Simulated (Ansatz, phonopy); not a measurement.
# Grüneisen parameters and expansion of Ta (Im-3m), part 3 of 3

Wanted: mode Grüneisen parameters of Ta and a free-energy fit over volumes.

Ansatz 0.2.0; DFT PBEsol, scalar-relativistic, plane waves, PAW; PAW set soft_1.

So far. Step 8 (Single point at a scaled cell, V/V0 0.985): The run ends at a pressure of 3.25 GPa. Step 9 (Lattice dynamics at this volume, V/V0 0.985): No mode is imaginary beyond numerical noise at the solved wavevectors.

## 10. Single point at a scaled cell, V/V0 1.03

Symmetry fixes every atom, so a single point at the scaled cell gives the energy and pressure of this member.

File input.yaml:

```yaml
crystal:
  lattice:
    - [-1.6571328158, 1.6571328158, 1.6571328158]
    - [1.6571328158, -1.6571328158, 1.6571328158]
    - [1.6571328158, 1.6571328158, -1.6571328158]
  atoms:
    - { symbol: Ta, position: [0.0, 0.0, 0.0] }
kpoints:
  mp_grid: { grid: [20, 20, 20] }
hamiltonian:
  xc: pbesol
  pseudopotentials: { kind: paw, azcp: { folder: soft_1 }, xc_functional: pbe }
scf:
  occupations: { method: methfessel_paxton, width: 0.2 }
  lower_state_search: "off"
output:
  forces: true
  stress: true
  eigenvalues: true
```

Started as:

```sh
$ ansatz run input.yaml --threads 8 --pin off --max-ram 16384MiB --backend cpu --events-out ev --progress --plain --runs-dir out
```

Numbers of over 12 decimals in the logs are rounded to 6 here.

Output:

```text
[...]
Crystal: 1 atoms, lattice volume = 18.203 Å³
Basis set: ecut = 420 eV, 369 PW (Γ), exchange–correlation on 40×40×40 points (8 copies of the dense FFT grid, shifted against one another)
Bands: 11, of which v1, the nominal top of the filled ones, is band 7 counted from 1 (6 counted from 0)
Symmetry: 48 space group operations
[...]
k-points: 256 of 8000
[...]
--- Band table (eV; the first three rows and the last of 256) ---
  k-point 0: bands = [... 3 lower, -14.9054, 10.2300, 18.8306, 18.8306, 18.8306, 22.0663, 22.0663, 32.6708]
  k-point 1: bands = [... 3 lower, -14.9056, 10.3409, 18.7580, 18.8108, 18.9388, 21.9444, 22.0660, 32.7719]
  k-point 2: bands = [... 3 lower, -14.9060, 10.6644, 18.5549, 18.7306, 19.2608, 21.6706, 22.0703, 33.0383]
  k-point 255: bands = [... 3 lower, -15.7051, 14.3596, 14.3596, 24.8736, 24.8736, 24.8736, 26.6122, 26.6122]
[key lines of the parts left out:]
SCF converged after 6 iterations
Free energy (F): -9807.397294 eV
Fermi energy:    18.088092 eV
P = ⅓ Tr σ = -5.8572 GPa (-58.572 kbar)
```

Wall time 0.65 s (8 threads of Arm Neoverse V1, shared host); peak memory 0.33 GiB; 3.1 s of CPU time.

The run ends at a pressure of -5.86 GPa.

## 11. Lattice dynamics at this volume, V/V0 1.03

The same q-mesh and k-mesh are kept at every volume, so that much of their error can cancel in the differences.

Changes to input.yaml since step 10:

```diff
@@ -16,4 +16,11 @@
 output:
-  forces: true
-  stress: true
   eigenvalues: true
+phonons:
+  method: dfpt
+  qmesh: [4, 4, 4]
+  temperatures: { t_max: 1000, t_step: 50 }
+  qpath:
+    path:
+      - [[0.0, 0.0, 0.0], [0.5, -0.5, 0.5], [0.0, 0.0, 0.5], [0.0, 0.0, 0.0], [0.25, 0.25, 0.25], [0.5, -0.5, 0.5]]
+      - [[0.25, 0.25, 0.25], [0.0, 0.0, 0.5]]
+    npoints: 10
```

Output:

```text
[...]
Crystal: 1 atoms, lattice volume = 18.203 Å³
Basis set: ecut = 420 eV, 369 PW (Γ), exchange–correlation on 40×40×40 points (8 copies of the dense FFT grid, shifted against one another)
Bands: 11, of which v1, the nominal top of the filled ones, is band 7 counted from 1 (6 counted from 0)
Symmetry: 48 space group operations
k-points: 256 of 8000
[...]
k-point 255: bands = [... 3 lower, -15.7051, 14.3596, 14.3596, 24.8736, 24.8736, 24.8736, 26.6122, 26.6122]
[...]
ASR residual: 2.122e-5 → 0.000e0 eV/Å²; symmetrization residual: 1.895e-13 eV/Å²
  ASR residual per site (eV/Å²): 2.12e-5
  Γ frequencies (cm⁻¹): 0.00 0.00 0.00
--- Phonons (arbitrary-q DFPT): 8 irreducible q on the 4×4×4 mesh ---
[...]
interpolated dispersion: 62 rows × 3 modes
[...]
[key lines of the parts left out:]
SCF converged after 7 iterations
Free energy (F): -9807.397294 eV
Fermi energy:    18.088087 eV
```

Wall time 72 s (8 threads); peak memory 3.5 GiB.

No mode is imaginary beyond numerical noise at the solved wavevectors.

## 12. Single point at a scaled cell, V/V0 0.97

Symmetry fixes every atom, so a single point at the scaled cell gives the energy and pressure of this member.

input.yaml, the sections that differ from step 11:

```yaml
crystal:
  lattice:
    - [-1.6243096363, 1.6243096363, 1.6243096363]
    - [1.6243096363, -1.6243096363, 1.6243096363]
    - [1.6243096363, 1.6243096363, -1.6243096363]
  atoms:
    - { symbol: Ta, position: [0.0, 0.0, 0.0] }
output:
  forces: true
  stress: true
  eigenvalues: true
# kpoints, hamiltonian, scf: as in step 11
# phonons: removed
```

Output:

```text
[...]
Crystal: 1 atoms, lattice volume = 17.142 Å³
Basis set: ecut = 420 eV, 321 PW (Γ), exchange–correlation on 40×40×40 points (8 copies of the dense FFT grid, shifted against one another)
Bands: 11, of which v1, the nominal top of the filled ones, is band 7 counted from 1 (6 counted from 0)
Symmetry: 48 space group operations
[...]
k-points: 256 of 8000
[...]
--- Band table (eV; the first three rows and the last of 256) ---
  k-point 0: bands = [... 3 lower, -13.3857, 11.2869, 20.1088, 20.1088, 20.1088, 23.5611, 23.5611, 34.1921]
  k-point 1: bands = [... 3 lower, -13.3860, 11.4065, 20.0294, 20.0873, 20.2260, 23.4246, 23.5599, 34.3035]
  k-point 2: bands = [... 3 lower, -13.3867, 11.7544, 19.8078, 19.9998, 20.5745, 23.1220, 23.5627, 34.6008]
  k-point 255: bands = [... 3 lower, -14.3486, 15.2740, 15.2740, 26.6553, 26.6553, 26.6553, 28.4461, 28.4461]
[key lines of the parts left out:]
SCF converged after 6 iterations
Free energy (F): -9807.396338 eV
Fermi energy:    19.365617 eV
P = ⅓ Tr σ = 6.7279 GPa (67.279 kbar)
```

Elapsed: 0.66 s, on 8 threads; peak memory 0.33 GiB; 3.1 s of CPU time.

The run ends at a pressure of 6.73 GPa.

## 13. Phonons, V/V0 0.97

Phonons at this volume give one point of F(V, T); meshes stay fixed along the series.

Changes to input.yaml since step 12:

```diff
@@ -16,4 +16,11 @@
 output:
-  forces: true
-  stress: true
   eigenvalues: true
+phonons:
+  method: dfpt
+  qmesh: [4, 4, 4]
+  temperatures: { t_max: 1000, t_step: 50 }
+  qpath:
+    path:
+      - [[0.0, 0.0, 0.0], [0.5, -0.5, 0.5], [0.0, 0.0, 0.5], [0.0, 0.0, 0.0], [0.25, 0.25, 0.25], [0.5, -0.5, 0.5]]
+      - [[0.25, 0.25, 0.25], [0.0, 0.0, 0.5]]
+    npoints: 10
```

Output:

```text
[...]
Crystal: 1 atoms, lattice volume = 17.142 Å³
Basis set: ecut = 420 eV, 321 PW (Γ), exchange–correlation on 40×40×40 points (8 copies of the dense FFT grid, shifted against one another)
Bands: 11, of which v1, the nominal top of the filled ones, is band 7 counted from 1 (6 counted from 0)
Symmetry: 48 space group operations
k-points: 256 of 8000
[...]
k-point 255: bands = [... 3 lower, -14.3486, 15.2740, 15.2740, 26.6553, 26.6553, 26.6553, 28.4461, 28.4461]
[...]
ASR residual: 1.047e-5 → 0.000e0 eV/Å²; symmetrization residual: 7.579e-13 eV/Å²
  ASR residual per site (eV/Å²): 1.05e-5
  Γ frequencies (cm⁻¹): 0.00 0.00 0.00
--- Phonons (arbitrary-q DFPT): 8 irreducible q on the 4×4×4 mesh ---
[...]
interpolated dispersion: 62 rows × 3 modes
[...]
[key lines of the parts left out:]
SCF converged after 7 iterations
Free energy (F): -9807.396338 eV
Fermi energy:    19.365613 eV
```

Wall time 70 s (8 threads); peak memory 3.4 GiB; 8.2 min of CPU time.

No mode is imaginary beyond numerical noise at the solved wavevectors.

## 14. Single point at a scaled cell, V/V0 1.05

Symmetry fixes every atom, so a single point at the scaled cell gives the energy and pressure of this member.

The cell differs from the one that the last finished run ended in (a 2.813 → 2.889 Å, b 2.813 → 2.889 Å, c 2.813 → 2.889 Å).

input.yaml, the sections that differ from step 13:

```yaml
crystal:
  lattice:
    - [-1.6677899113, 1.6677899113, 1.6677899113]
    - [1.6677899113, -1.6677899113, 1.6677899113]
    - [1.6677899113, 1.6677899113, -1.6677899113]
  atoms:
    - { symbol: Ta, position: [0.0, 0.0, 0.0] }
output:
  forces: true
  stress: true
  eigenvalues: true
# kpoints, hamiltonian, scf: as in step 13
# phonons: removed
```

Output:

```text
[...]
Crystal: 1 atoms, lattice volume = 18.556 Å³
Basis set: ecut = 420 eV, 369 PW (Γ), exchange–correlation on 40×40×40 points (8 copies of the dense FFT grid, shifted against one another)
Bands: 11, of which v1, the nominal top of the filled ones, is band 7 counted from 1 (6 counted from 0)
Symmetry: 48 space group operations
[...]
k-points: 256 of 8000
[...]
--- Band table (eV; the first three rows and the last of 256) ---
  k-point 0: bands = [... 3 lower, -15.3770, 9.9078, 18.4334, 18.4334, 18.4334, 21.6015, 21.6015, 32.1974]
  k-point 1: bands = [... 3 lower, -15.3771, 10.0160, 18.3629, 18.4142, 18.5389, 21.4839, 21.6014, 32.2953]
  k-point 2: bands = [... 3 lower, -15.3775, 10.3322, 18.1654, 18.3362, 18.8529, 21.2189, 21.6061, 32.5522]
  k-point 255: bands = [... 3 lower, -16.1297, 14.0745, 14.0745, 24.3220, 24.3220, 24.3220, 26.0480, 26.0480]
[key lines of the parts left out:]
SCF converged after 6 iterations
Free energy (F): -9807.380486 eV
Fermi energy:    17.695478 eV
P = ⅓ Tr σ = -9.3252 GPa (-93.252 kbar)
```

Wall time 0.67 s (8 threads); peak memory 0.33 GiB.

The run ends at a pressure of -9.33 GPa.

## 15. Phonons, V/V0 1.05

The same q-mesh and k-mesh are kept at every volume, so that much of their error can cancel in the differences.

Changes to input.yaml since step 14:

```diff
@@ -16,4 +16,11 @@
 output:
-  forces: true
-  stress: true
   eigenvalues: true
+phonons:
+  method: dfpt
+  qmesh: [4, 4, 4]
+  temperatures: { t_max: 1000, t_step: 50 }
+  qpath:
+    path:
+      - [[0.0, 0.0, 0.0], [0.5, -0.5, 0.5], [0.0, 0.0, 0.5], [0.0, 0.0, 0.0], [0.25, 0.25, 0.25], [0.5, -0.5, 0.5]]
+      - [[0.25, 0.25, 0.25], [0.0, 0.0, 0.5]]
+    npoints: 10
```

Output:

```text
[...]
Crystal: 1 atoms, lattice volume = 18.556 Å³
Basis set: ecut = 420 eV, 369 PW (Γ), exchange–correlation on 40×40×40 points (8 copies of the dense FFT grid, shifted against one another)
Bands: 11, of which v1, the nominal top of the filled ones, is band 7 counted from 1 (6 counted from 0)
Symmetry: 48 space group operations
k-points: 256 of 8000
[...]
k-point 255: bands = [... 3 lower, -16.1297, 14.0745, 14.0745, 24.3220, 24.3220, 24.3220, 26.0480, 26.0480]
[...]
ASR residual: 2.341e-5 → 0.000e0 eV/Å²; symmetrization residual: 3.140e-13 eV/Å²
  ASR residual per site (eV/Å²): 2.34e-5
  Γ frequencies (cm⁻¹): 0.00 0.00 0.00
--- Phonons (arbitrary-q DFPT): 8 irreducible q on the 4×4×4 mesh ---
[...]
interpolated dispersion: 62 rows × 3 modes
[...]
[key lines of the parts left out:]
SCF converged after 7 iterations
Free energy (F): -9807.380486 eV
Fermi energy:    17.695472 eV
```

Wall time 72 s (8 threads); peak memory 3.6 GiB; 8.5 min of CPU time.

No mode is imaginary beyond numerical noise at the solved wavevectors.

## 16. How the modes move with volume

This step: DFT PBEsol, scalar-relativistic, plane waves, PAW; PAW set soft_1 (phonopy 4.10.0).

Numbers from this step:

* share of modes with a negative Grüneisen parameter: 0

Mean Grüneisen, by row:

| T (K) | heat-capacity-weighted mean | root mean square |
| --- | --- | --- |
| 50 | 1.64 | 1.727 |
| 100 | 1.739 | 1.835 |
| 200 | 1.77 | 1.867 |
| 300 | 1.776 | 1.873 |
| 500 | 1.779 | 1.876 |
| 800 | 1.78 | 1.877 |

Mean mode Grueneisen parameter against wavenumber:

| wavenumber (cm⁻¹) | mean mode Grueneisen parameter |
| --- | --- |
| 2.8 | - |
| 8.4 | 1.2 |
| 13.9 | 1.45 |
| 19.5 | 1.47 |
| 25.1 | 1.34 |
| 30.7 | 1.45 |
| 36.3 | 1.43 |
| 41.8 | 1.52 |
| 47.4 | 1.39 |
| 53.0 | 1.54 |
| 58.6 | 1.34 |
| 64.1 | 1.55 |
| 69.7 | 1.44 |
| 75.3 | 1.45 |
| 80.9 | 1.46 |
| 86.5 | 1.35 |
| 92.0 | 1.27 |
| 97.6 | 1.24 |
| 103.2 | 1.32 |
| 108.8 | 1.41 |
| 114.3 | 1.43 |
| 119.9 | 1.73 |
| 125.5 | 1.68 |
| 131.1 | 1.98 |
| 136.6 | 2.34 |
| 142.2 | 2.37 |
| 147.8 | 2.29 |
| 153.4 | 2.17 |
| 159.0 | 1.75 |
| 164.5 | 1.75 |

Volume series, by row:

| V/V0 | V (Å³/atom) | pressure (GPa) | E - E0 (meV/atom) | gap (eV) | zero-point energy (meV/atom) | lowest on the path (cm⁻¹) | highest at Gamma without the LO-TO term (cm⁻¹) |
| --- | --- | --- | --- | --- | --- | --- | --- |
| 0.97 | 17.14 | 6.728 | 10.9 | 0 | 22.58 | 0 | - |
| 0.985 | 17.41 | 3.247 | 2.67 | 0 | 21.97 | 0 | - |
| 1 | 17.67 | -0.001 | 0 | 0 | 21.36 | 0 | - |
| 1.015 | 17.94 | -3.032 | 2.519 | 0 | 20.77 | 0 | - |
| 1.03 | 18.2 | -5.857 | 9.879 | 0 | 20.17 | 0 | - |
| 1.05 | 18.56 | -9.325 | 26.67 | 0 | 19.39 | 0 | - |

Grüneisen at points, by row:

| point | branch | frequency (cm⁻¹) | mode Grüneisen parameter |
| --- | --- | --- | --- |
| H | 1 | 167.5 | 1.76 |
| N | 1 | 92.5 | 1.26 |
| N | 2 | 137 | 3.26 |
| N | 3 | 147.3 | 0.74 |
| P | 1 | 128 | 2.05 |

## 17. Quasi-harmonic fit by phonopy

Numbers from this step:

```
volume expansion coefficient at 300 K : 20.18 1e-6/K
isothermal bulk modulus at 300 K      : 202.4 GPa
C_P at 300 K                          : 24.58 J/mol-atom/K
Grüneisen parameter at 300 K          : 1.8
```

Table of energy (each curve on its own zero) by volume; values in meV/atom:

| volume (Å³/atom) | static | F at 0 K | F at 300 K | F at 1300 K |
| --- | --- | --- | --- | --- |
| 17.142 | 10.9 | 12.4 | 16.4 | 33.9 |
| 17.407 | 2.67 | 3.6 | 6.05 | 16.9 |
| 17.672 | 0 | 0.32 | 1.26 | 5.35 |
| 17.938 | 2.52 | 2.25 | 1.63 | -1.2 |
| 18.203 | 9.88 | 9.01 | 6.79 | -3.14 |
| 18.556 | 26.7 | 25.0 | 20.5 | 0.79 |

Phonopy-qha, vinet fit of F(V) at each temperature; no electronic free energy. Qha vinet, by row:

| T (K) | fitted volume (Å³/atom) | alpha_V (1e-6/K) | B_T (GPa) | C_P (J/mol-atom/K) | Grueneisen |
| --- | --- | --- | --- | --- | --- |
| 100 | 17.72 | 15.52 | 206.7 | 19.88 | 1.727 |
| 150 | 17.73 | 18.09 | 205.7 | 22.62 | 1.769 |
| 200 | 17.75 | 19.17 | 204.6 | 23.71 | 1.784 |
| 250 | 17.77 | 19.78 | 203.5 | 24.26 | 1.793 |
| 300 | 17.78 | 20.18 | 202.4 | 24.58 | 1.8 |
| 350 | 17.8 | 20.48 | 201.3 | 24.8 | 1.807 |
| 400 | 17.82 | 20.74 | 200.1 | 24.96 | 1.812 |
| 450 | 17.84 | 20.97 | 199 | 25.09 | 1.818 |
| 500 | 17.86 | 21.18 | 197.8 | 25.2 | 1.823 |
| 550 | 17.88 | 21.39 | 196.6 | 25.29 | 1.829 |
| 600 | 17.9 | 21.59 | 195.4 | 25.38 | 1.834 |
| 650 | 17.92 | 21.79 | 194.1 | 25.46 | 1.84 |
| 700 | 17.94 | 21.99 | 192.9 | 25.54 | 1.845 |
| 750 | 17.96 | 22.19 | 191.6 | 25.61 | 1.851 |
| 800 | 17.98 | 22.4 | 190.3 | 25.68 | 1.857 |
| 850 | 18 | 22.61 | 189 | 25.76 | 1.863 |
| 900 | 18.02 | 22.82 | 187.7 | 25.83 | 1.869 |
| 950 | 18.04 | 23.04 | 186.4 | 25.9 | 1.875 |
| 1000 | 18.06 | 23.27 | 185 | 25.98 | 1.881 |
| 1050 | 18.08 | 23.5 | 183.6 | 26.05 | 1.888 |
| 1100 | 18.1 | 23.74 | 182.2 | 26.13 | 1.894 |
| 1150 | 18.12 | 23.99 | 180.8 | 26.21 | 1.901 |
| 1200 | 18.14 | 24.24 | 179.4 | 26.29 | 1.908 |
| 1250 | 18.17 | 24.5 | 178 | 26.37 | 1.915 |

Table of volume expansion coefficient, phonopy-qha, Vinet by temperature:

| temperature (K) | volume expansion coefficient, phonopy-qha, Vinet (1e-6/K) |
| --- | --- |
| 75 | 12.7 |
| 125 | 17.1 |
| 200 | 19.2 |
| 250 | 19.8 |
| 300 | 20.2 |
| 350 | 20.5 |
| 425 | 20.9 |
| 475 | 21.1 |
| 525 | 21.3 |
| 600 | 21.6 |
| 650 | 21.8 |
| 700 | 22.0 |
| 750 | 22.2 |
| 825 | 22.5 |
| 875 | 22.7 |
| 925 | 22.9 |
| 1000 | 23.3 |
| 1050 | 23.5 |
| 1100 | 23.7 |
| 1150 | 24.0 |
| 1225 | 24.4 |
| 1275 | 24.6 |

The fit gives a volume expansion of 20.2 × 10⁻⁶/K at 300 K.

## 18. Results

| Quantity | Value |
| --- | --- |
| volume expansion coefficient at 300 K | 20.18 1e-6/K |
| isothermal bulk modulus at 300 K | 202.4 GPa |
| C_P at 300 K | 24.58 J/mol-atom/K |
| Grüneisen parameter at 300 K | 1.8 |
| mean mode Grüneisen parameter at 300 K | 1.78 |

What this shows: Near room temperature Ta expands by 20.2 × 10⁻⁶/K in volume by PBEsol, with C_P = 24.6 J/(mol K) per mole of atoms and B_T = 202 GPa. C_P at room temperature is 99 % of the classical 3R an atom. The fit leaves out the electrons' free energy, which adds to C_P and to the expansion of a metal at high temperature. The heat-capacity-weighted Grüneisen parameter goes from 1.64 at 50 K to 1.78 at 800 K. Weighting γ by the density of states and each mode's heat capacity at 300 K, modes below 60 cm⁻¹ give about 5 % of the sum of γC that drives the expansion, those up to 110 cm⁻¹ 28 % and the rest 67 %. Among the labelled points γ is largest for branch 2 at N (137 cm⁻¹, 3.3) and smallest for branch 3 at N (147 cm⁻¹, 0.74). The program warned that a few bands missed the eigensolver's threshold in at least one of the runs. The PAW files were made for PBE and are used here under another functional, for which the program regenerates the frozen cores.

[Logs are printed without paths, hosts, clocks, repeated set-up lines and the standing remarks that a program may print on its own settings, such as how far it seeks lower states.]

[Hosts, paths, dates, database ids (printed as entryN), source tags and the programs' standing remarks are cut or masked in the printed files.]

[A step with changed settings may run another functional than the one named; its input shows which.]

[Of the runs on displaced cells, only some may be shown.]
